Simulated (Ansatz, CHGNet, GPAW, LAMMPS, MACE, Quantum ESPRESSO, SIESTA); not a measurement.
# Which run comes nearest? Liquid 46P2O5-23Na2O-23ZnO-8NiO (mol %) at 1800 K (59 atoms)

Density of this cell: 2.40 g/cm³. The cell holds 59 atoms: 12 P, 6 Na, 3 Zn, 1 Ni and 37 O. Cell: a = 9.787 Å, b = 9.787 Å, c = 9.787 Å, α = 90.0°, β = 90.0°, γ = 90.0°. 59 atoms (12 P, 6 Na, 3 Zn, 1 Ni, 37 O) placed at random at 2.82 g/cm³, melted at 4000 K for 10 ps at fixed volume with the Morse and Coulomb pair potential with partial charges (Pedone, Malavasi, Menziani, Cormack and Segre, J. Phys. Chem. B 110, 11780 (2006)). Snapshot at the end of a hold of 10 ps at 1800 K and zero pressure.

Geometry: as built.

The reference, a calculation:

```
method                                           : Kohn-Sham DFT, PBE, PAW, plane waves (Ansatz 0.2.0); cutoff 420 eV, Γ point, fermi-dirac smearing of 0.05 eV, spin polarised, started with a moment on one atom, ending at 1.9 μB in the cell; PAW set soft_2
r.m.s. force component                           : 2.284 eV/Å
longest force                                    : 9.556 eV/Å
pressure                                         : 1.939 GPa
gap (highest filled to lowest empty level) : 0.2778 eV
SCF cycles                                       : 34
time                                             : 39 s on 4 threads of Arm Neoverse V1, shared host
CPU time                                         : 2.5 min
```

Q: Estimate the differences from the reference, the CPU time and the memory of each run.
- GPAW PBE, LCAO dzp, h 0.18 Å (GPAW 26.7.0; 1 thread)
- GPAW PBE, LCAO szp(dzp), h 0.18 Å (GPAW 26.7.0; 1 thread)
- MACE MPA-0 medium potential (MACE MPA-0 medium; 1 thread)
- GPAW PBE, grid h 0.24 Å (GPAW 26.7.0; 2 MPI ranks)
- SIESTA PBE, DZP, shift 0.01 Ry, mesh 500 Ry (SIESTA 5.4.2; 2 MPI ranks)
- CHGNet r2SCAN potential (CHGNet r2SCAN; 1 thread)
- SIESTA PBE, SZP, shift 0.01 Ry, mesh 500 Ry (SIESTA 5.4.2; 2 MPI ranks)
- MACE MP-0b2 small potential (MACE MP-0b2 small; 1 thread)
- QE PBE, sssp-1.3.0-efficiency, 60/480 Ry (Quantum ESPRESSO 7.5; 4 MPI ranks)

Differences are against the plane-wave reference, forces as r.m.s. over components; share is that over the reference's r.m.s. force, slope the least-squares factor from reference forces to these. Total energies of different programs have different zeros and aren't compared.

| run | Δ force, r.m.s. (meV/Å) | share (%) | slope | Δ pressure (GPa) | Δ gap (eV) | cores | CPU time | memory (GiB) |
| --- | --- | --- | --- | --- | --- | --- | --- | --- |
| reference | - | - | - | - | - | 4 | 2.5 min | 1.7 |
| GPAW PBE, LCAO dzp, h 0.18 Å | 639 | 28.0 | 1.130 | - | 0.0089 | 1 | 7.6 min | 1.6 |
| GPAW PBE, LCAO szp(dzp), h 0.18 Å (coarse) | 760 | 33.3 | 1.174 | - | 0.0102 | 1 | 5 min | 1.5 |
| MACE MPA-0 medium potential | 202 | 8.85 | 0.957 | -0.477 | - | 1 | 8.1 s | 0.84 |
| GPAW PBE, grid h 0.24 Å (coarse) | 286 | 12.5 | 1.043 | - | 0.0143 | 2 | 9.5 min | 1.8 |
| SIESTA PBE, DZP, shift 0.01 Ry, mesh 500 Ry | 383 | 16.8 | 1.071 | 0.623 | - | 2 | 26 min | 1.8 |
| CHGNet r2SCAN potential | 557 | 24.4 | 0.850 | -4.16 | - | 1 | 3.9 s | 0.8 |
| SIESTA PBE, SZP, shift 0.01 Ry, mesh 500 Ry (coarse) | 1086 | 47.5 | 1.296 | 5.36 | - | 2 | 16 min | 1.7 |
| MACE MP-0b2 small potential | 310 | 13.6 | 0.921 | -0.4 | - | 1 | 7.9 s | 0.67 |
| QE PBE, sssp-1.3.0-efficiency, 60/480 Ry | 106 | 4.65 | 1.024 | 0.537 | - | 4 | 40 min | 3.0 |

Rows marked coarse were listed beforehand as settings not expected to be converged; some can still land near the reference.

Times of the machine-learned potentials are mostly Python's start and the loading of weights.

CPU time is summed over cores on a shared host, where runs went side by side, so it is rough. Symmetry, cutoffs, thresholds, outputs and thread counts weren't matched or tuned between programs; memory under MPI is the largest rank's times the ranks.

PBE on plane waves or a grid with other potentials, cutoffs or grids, coarse settings apart, differs from the reference by 4.7 % (QE PBE, sssp-1.3.0-efficiency, 60/480 Ry) of the r.m.s. force; this holds the reference's own error, so differences of a few per cent don't tell which side is nearer the exact PBE result (QE's 60 Ry are 816 eV, against the reference's 420 eV). The PBE runs in local orbitals, coarse settings apart, differ by 17 % (SIESTA PBE, DZP, shift 0.01 Ry, mesh 500 Ry) to 28 % (GPAW PBE, LCAO dzp, h 0.18 Å); basis, grid and potentials can all enter. Machine-learned potentials differ by 8.8 % (MACE MPA-0 medium potential) to 24 % (CHGNet r2SCAN potential); they were trained on other programs' data, some at another functional, the PBE(+U) sets with a Hubbard term on some transition metals in oxides and fluorides. SIESTA PBE, DZP, shift 0.01 Ry, mesh 500 Ry needed 93 SCF steps, so its time overstates the method's usual cost. Machine-learned potentials mimic data converged in k, so the reference's own k-point error enters their differences. The network of bonds at the start is that of the classical potential that made the cell, and needn't be the one that DFT or experiment would give. The run was spin polarised, started with a moment on one atom, ending at 1.9 μB in the cell; that starting order needn't be the real material's, and it bears on forces, charges and levels. The electronic-structure runs sample only Γ, in a cell whose shortest periodic width is 10 Å.

[Logs are printed without paths, hosts, clocks, repeated set-up lines and the standing remarks that a program may print on its own settings, such as how far it seeks lower states.]

[Hosts, paths, dates, database ids (printed as entryN), source tags and the programs' standing remarks are cut or masked in the printed files.]
